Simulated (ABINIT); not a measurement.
## A GW chain in ABINIT: CsH (Pm-3m)

Aim: the G0W0 gap of CsH (Pm-3m) on LDA, step by step.

Program: ABINIT 10.8.3. Level of theory: LDA and many-body steps on it, plane waves. Results are calculated unless marked as measured.

This is a report of a sequence of runs, with most program output left out.

## Step 1: Set-up

It takes space group Pm-3m (No. 221, cubic). The conventional cell has a = 3.818 Å, b = 3.818 Å, c = 3.818 Å, α = 90.00°, β = 90.00°, γ = 90.00°. Nearest to Cs lie 8 H at 3.31 Å. Nearest to H lie 8 Cs at 3.31 Å. Farther neighbours are not listed.

Coordinates:

```cif
data_structure
_symmetry_space_group_name_H-M 'P 1'
_symmetry_Int_Tables_number 1
_cell_length_a 3.8184
_cell_length_b 3.8184
_cell_length_c 3.8184
_cell_angle_alpha 90.000
_cell_angle_beta 90.000
_cell_angle_gamma 90.000
_cell_volume 55.67
loop_
_atom_site_label
_atom_site_type_symbol
_atom_site_fract_x
_atom_site_fract_y
_atom_site_fract_z
_atom_site_occupancy
Cs1 Cs 0.00000 0.00000 0.00000 1
H2 H 0.50000 0.50000 0.50000 1
```

The cell and positions are those that the Materials Project relaxed with its own functionals (PBE, PBE+U or r2SCAN), kept fixed. Spin-orbit coupling is left out unless a step names it.

## Step 2: Ground state

This step: ABINIT 10.8.3; DFT, LDA, plane waves, norm-conserving pseudopotentials.

The ground-state density comes first.

File run.abi:

```
acell 3*1.0 Angstrom
rprim 
  3.818408540000 0.000000000000 0.000000000000
  0.000000000000 3.818408540000 0.000000000000
  0.000000000000 0.000000000000 3.818408540000
ntypat 2
znucl 55 1
natom 2
typat 1 2
xred 
  0.000000000000 0.000000000000 0.000000000000
  0.500000000000 0.500000000000 0.500000000000
pp_dirpath "pseudos"
pseudos "Cs.upf, H.upf"
ecut 31
ngkpt 6 6 6
nshiftk 1
shiftk 0 0 0
kptopt 1
chksymbreak 0
nband 10
occopt 1
tolvrs 1e-10
nstep 60
prtwf 0
optforces 0
optstress 0
indata_prefix "in"
outdata_prefix "out"
tmpdata_prefix "tmp"
```

Started as:

```
$ OMP_NUM_THREADS=1 mpirun -n 4 abinit run.abi > log
```

Elapsed: 5.6 s, on 4 MPI ranks of Intel Xeon Platinum 8488C (Sapphire Rapids), shared host; peak memory 0.32 GiB.

Numbers from this step:

```
total energy               : -653.8213 eV
gap                        : 2.297 eV
k of the valence top       : 0.5, 0.5, 0.5
k of the conduction bottom : 0.5, 0, 0
least direct gap           : 2.488 eV
```

The gap is indirect, with the least direct gap 0.19 eV higher.

## Step 3: Bands along the symmetry lines

The cheap functional maps the bands first; the places of the edges decide which points the dearer methods must see.

File run.abi:

```
acell 3*1.0 Angstrom
rprim 
  3.818408540000 0.000000000000 0.000000000000
  0.000000000000 3.818408540000 0.000000000000
  0.000000000000 0.000000000000 3.818408540000
ntypat 2
znucl 55 1
natom 2
typat 1 2
xred 
  0.000000000000 0.000000000000 0.000000000000
  0.500000000000 0.500000000000 0.500000000000
pp_dirpath "pseudos"
pseudos "Cs.upf, H.upf"
ecut 31
iscf -2
irdden 1
kptopt 0
nkpt 50
kpt 
  0.00000000 0.00000000 0.00000000
  0.00000000 0.06250000 0.00000000
  0.00000000 0.12500000 0.00000000
  0.00000000 0.18750000 0.00000000
  0.00000000 0.25000000 0.00000000
  0.00000000 0.31250000 0.00000000
  0.00000000 0.37500000 0.00000000
  0.00000000 0.43750000 0.00000000
  0.00000000 0.50000000 0.00000000
  0.06250000 0.50000000 0.00000000
  0.12500000 0.50000000 0.00000000
  0.18750000 0.50000000 0.00000000
  0.25000000 0.50000000 0.00000000
  0.31250000 0.50000000 0.00000000
  0.37500000 0.50000000 0.00000000
  0.43750000 0.50000000 0.00000000
  0.50000000 0.50000000 0.00000000
  0.43750000 0.43750000 0.00000000
  0.37500000 0.37500000 0.00000000
  0.31250000 0.31250000 0.00000000
  0.25000000 0.25000000 0.00000000
  0.18750000 0.18750000 0.00000000
  0.12500000 0.12500000 0.00000000
  0.06250000 0.06250000 0.00000000
  0.00000000 0.00000000 0.00000000
  0.06250000 0.06250000 0.06250000
  0.12500000 0.12500000 0.12500000
  0.18750000 0.18750000 0.18750000
  0.25000000 0.25000000 0.25000000
  0.31250000 0.31250000 0.31250000
  0.37500000 0.37500000 0.37500000
  0.43750000 0.43750000 0.43750000
  0.50000000 0.50000000 0.50000000
  0.43750000 0.50000000 0.43750000
  0.37500000 0.50000000 0.37500000
  0.31250000 0.50000000 0.31250000
  0.25000000 0.50000000 0.25000000
  0.18750000 0.50000000 0.18750000
  0.12500000 0.50000000 0.12500000
  0.06250000 0.50000000 0.06250000
  0.00000000 0.50000000 0.00000000
  0.50000000 0.50000000 0.50000000
  0.50000000 0.50000000 0.43750000
  0.50000000 0.50000000 0.37500000
  0.50000000 0.50000000 0.31250000
  0.50000000 0.50000000 0.25000000
  0.50000000 0.50000000 0.18750000
  0.50000000 0.50000000 0.12500000
  0.50000000 0.50000000 0.06250000
  0.50000000 0.50000000 0.00000000
istwfk *1
nband 12
nbdbuf 2
tolwfr 1e-08
nstep 40
prtwf 0
prtvol 0
indata_prefix "in"
outdata_prefix "out"
tmpdata_prefix "tmp"
```

Run time: 10 s. Hardware: 4 MPI ranks; peak memory 0.3 GiB.

This step gave:

| Quantity | Value |
| --- | --- |
| gap | 2.297 eV |
| k of the valence top | 0.5, 0.5, 0.5 |
| k of the conduction bottom | 0, 0.5, 0 |
| least direct gap | 2.488 eV |

The gap is 2.297 eV, as in the run before at this level.

Electronic bands along the path, in eV, zero at the top of the highest filled band; v1 is the highest filled band, c1 the lowest empty one:

```
    point     v4     v3     v2     v1    c1    c2    c3     c4
        Γ  -7.92  -7.92  -7.92  -2.11  3.11  3.11  6.97   9.38
  halfway  -8.78  -7.84  -7.84  -1.28  3.45  3.53  6.60   6.95
        X  -9.47  -7.75  -7.75  -0.26  2.30  3.91  5.92   5.92
  halfway  -9.32  -8.51  -7.68  -0.77  3.29  5.31  5.33   6.31
        M  -9.15  -9.15  -7.61  -1.31  4.14  6.24  6.43   6.43
  halfway  -8.71  -8.59  -7.76  -0.93  3.35  5.05  5.57   7.02
        Γ  -7.92  -7.92  -7.92  -2.11  3.11  3.11  6.97   9.38
  halfway  -8.62  -8.49  -8.49  -0.77  4.46  4.46  5.72   6.19
        R  -8.92  -8.92  -8.92   0.00  2.49  2.49  2.49  10.75
  halfway  -9.18  -8.44  -8.39  -0.73  3.61  4.13  6.10   6.19
        X  -9.47  -7.75  -7.75  -0.26  2.30  3.91  5.92   5.92
jump to R  -8.92  -8.92  -8.92   0.00  2.49  2.49  2.49  10.75
  halfway  -9.04  -9.04  -8.31  -0.82  3.64  3.64  4.23   6.42
        M  -9.15  -9.15  -7.61  -1.31  4.14  6.24  6.43   6.43
```

## Step 4: Empty states on the mesh, 4×4×4 mesh, 31 bands

The sums over transitions need many empty states on a uniform mesh; this step solves for them.

File run.abi:

```
acell 3*1.0 Angstrom
rprim 
  3.818408540000 0.000000000000 0.000000000000
  0.000000000000 3.818408540000 0.000000000000
  0.000000000000 0.000000000000 3.818408540000
ntypat 2
znucl 55 1
natom 2
typat 1 2
xred 
  0.000000000000 0.000000000000 0.000000000000
  0.500000000000 0.500000000000 0.500000000000
pp_dirpath "pseudos"
pseudos "Cs.upf, H.upf"
ecut 31
ngkpt 4 4 4
nshiftk 1
shiftk 0 0 0
kptopt 1
chksymbreak 0
iscf -2
irdden 1
istwfk *1
nband 31
nbdbuf 4
tolwfr 1e-09
nstep 60
prtvol 0
indata_prefix "in"
outdata_prefix "out"
tmpdata_prefix "tmp"
```

The job ended after 7 s (4 MPI ranks; peak memory 0.29 GiB; 27 s of CPU time).

This step gave:

| Quantity | Value |
| --- | --- |
| gap | 2.297 eV |
| k of the valence top | 0.5, 0.5, 0.5 |
| k of the conduction bottom | 0.5, 0, 0 |
| least direct gap | 2.488 eV |
| k points computed | 10 |
| lowest point of the top converged band, above the valence top | 21.53 eV |

On this mesh the gap is 2.297 eV.

## Step 5: Screening, 4×4×4 mesh, 27 bands, screening to 87.1 eV

The RPA dielectric matrix is built and inverted for each q.

This step: RPA screening on LDA, plane waves, norm-conserving pseudopotentials.

run.abi: that of step 4 with these lines changed.

```diff
@@ -20,10 +20,11 @@
 chksymbreak 0
-iscf -2
-irdden 1
 istwfk *1
-nband 31
-nbdbuf 4
-tolwfr 1e-09
-nstep 60
-prtvol 0
+occopt 1
+irdwfk 1
+optdriver 3
+nband 27
+ecuteps 3.2
+inclvkb 2
+awtr 1
+symchi 1
 indata_prefix "in"
```

Elapsed: 4.2 s, on 4 MPI ranks; peak memory 0.48 GiB.

This step gave:

* ε∞ with local fields, on this mesh, along the program's q direction: 3.828
* the same without local fields: 4.348
* plasma frequency: 15.74 eV
* plane waves in the screening matrix: 93

Local fields lower ε∞ by 12 %. On a Γ-centred mesh this coarse the value itself is usually too large, while a short band sum pulls it down.

## Step 6: Self-energy, 4×4×4 mesh, 27 bands, screening to 87.1 eV

The self-energy is evaluated for the states that the input lists, and the levels follow from it, in one-shot runs by the linearised quasiparticle equation.

This step: G0W0 on LDA, plane waves, norm-conserving pseudopotentials.

run.abi: that of step 5 with these lines changed.

```diff
@@ -23,8 +23,19 @@
 irdwfk 1
-optdriver 3
+optdriver 4
 nband 27
+gwcalctyp 0
+ecutsigx 31
+symsigma 1
+nkptgw 3
+kptgw 
+  0.5000000000 0.5000000000 0.5000000000
+  0.5000000000 0.0000000000 0.0000000000
+  0.0000000000 0.0000000000 0.0000000000
+bdgw 
+  2 8
+  3 7
+  2 7
 ecuteps 3.2
-inclvkb 2
-awtr 1
-symchi 1
+irdscr 1
+ppmodel 1
 indata_prefix "in"
```

It took 3.6 s on 4 MPI ranks; peak memory 0.58 GiB; 14 s of CPU time.

This step gave:

```yaml
g0w0_gap_on_the_points_computed: 4.227 eV
starting_gap_on_the_mesh: 2.297 eV
k_of_the_valence_top: 0.5, 0.5, 0.5
k_of_the_conduction_bottom: 0.5, 0, 0
z_at_the_valence_top: 0.776
z_at_the_conduction_bottom: 0.83
least_direct_g0w0_gap_on_the_computed_points: 4.365 eV
```

The gap on the mesh goes from 2.30 eV to 4.23 eV, a correction of +1.93 eV.

Limits: finite bands, cutoff and mesh; no spin-orbit coupling; coarse k mesh. v1 is the top filled band, c1 the lowest empty one. The levels before and after the correction (eV, zero at the valence-band top of each column):

|  | conduction bottom | valence top |
| --- | --- | --- |
| Kohn-Sham | 2.30 | 0.00 |
| G0W0 | 4.23 | 0.00 |

|  | level | energy (eV) |
| --- | --- | --- |
| Kohn-Sham | (0.5 0.5 0.5) v4-v2 | -8.917 |
| Kohn-Sham | (0.5 0.5 0.5) v1 | 0.000 |
| Kohn-Sham | (0.5 0.5 0.5) c1-c3 | 2.488 |
| Kohn-Sham | (0.5 0 0) v3-v2 | -7.754 |
| Kohn-Sham | (0.5 0 0) v1 | -0.262 |
| Kohn-Sham | (0.5 0 0) c1 | 2.297 |
| Kohn-Sham | (0.5 0 0) c2 | 3.906 |
| G0W0 | (0.5 0.5 0.5) v4-v2 | -9.391 |
| G0W0 | (0.5 0.5 0.5) v1 | 0.000 |
| G0W0 | (0.5 0.5 0.5) c1-c3 | 4.365 |
| G0W0 | (0.5 0 0) v3-v2 | -8.151 |
| G0W0 | (0.5 0 0) v1 | -0.304 |
| G0W0 | (0.5 0 0) c1 | 4.227 |
| G0W0 | (0.5 0 0) c2 | 6.139 |

## Step 7: Where the time went

Times are wall times on 4 MPI ranks of Intel Xeon Platinum 8488C (Sapphire Rapids), shared host, good to a factor of about two.

```csv
step,time,share,memory (GiB)
ground state,5.6 s,18 %,0.32
bands along the symmetry lines,10 s,34 %,0.3
empty states on the mesh,7 s,23 %,0.29
screening,4.2 s,14 %,0.48
self-energy,3.6 s,12 %,0.58
```

## Step 8: What came out

```
LDA gap              : 2.30 eV, indirect
G0W0 gap on the mesh : 4.23 eV
GW settings          : 4×4×4 mesh, 27 bands, screening to 87.1 eV, Godby-Needs plasmon pole
known limits         : not at the basis limit; no spin-orbit coupling; coarse k mesh
```

In words: G0W0 moves the gap on the mesh from 2.30 eV to 4.23 eV (+1.93 eV), with Z of 0.78 and 0.83 at the edges. Local fields lower the RPA ε∞ on this mesh from 4.35 to 3.83; a Γ-centred mesh this coarse tends to raise both, most where the direct gap is narrow, while a short band sum lowers them. Only 3 of the mesh's irreducible points were corrected, so a valley elsewhere could overtake. The dearest step here is «bands along the symmetry lines». Bands and cutoff are finite, so the gap is not at the basis limit. The miss can reach some tenths of an eV and take either sign; the mesh is an error of its own. In the G0W0 run levels were corrected at 3 k points alone, so a gap called «on the mesh» is the least over those, and an edge elsewhere would be missed. The 4×4×4 mesh is coarse for this cell, which bears on the long-range parts of exchange and screening. The many-body steps are scalar-relativistic: spin-orbit coupling is not in them.

[Paths, hosts, dates, memory and timing lines, banners, echoed tables and standing remarks are left out of the program output.]

[Logs are printed without paths, hosts, clocks, repeated set-up lines and the standing remarks that a program may print on its own settings, such as how far it seeks lower states.]

[Runs of the session that timed out or met a known fault of the program may be left out.]

[Hosts, paths, dates, database ids (printed as entryN), source tags and the programs' standing remarks are cut or masked in the printed files.]

[G0W0 gaps are taken among the corrected bands and points alone; a level outside them can change the order at an edge.]

[Where Ansatz stands beside ABINIT at settings called matched, ABINIT's density can come from a denser mesh and the files from another edition; pairs whose starting gaps differed by over 0.03 eV were left out, so agreement reads better than it is.]
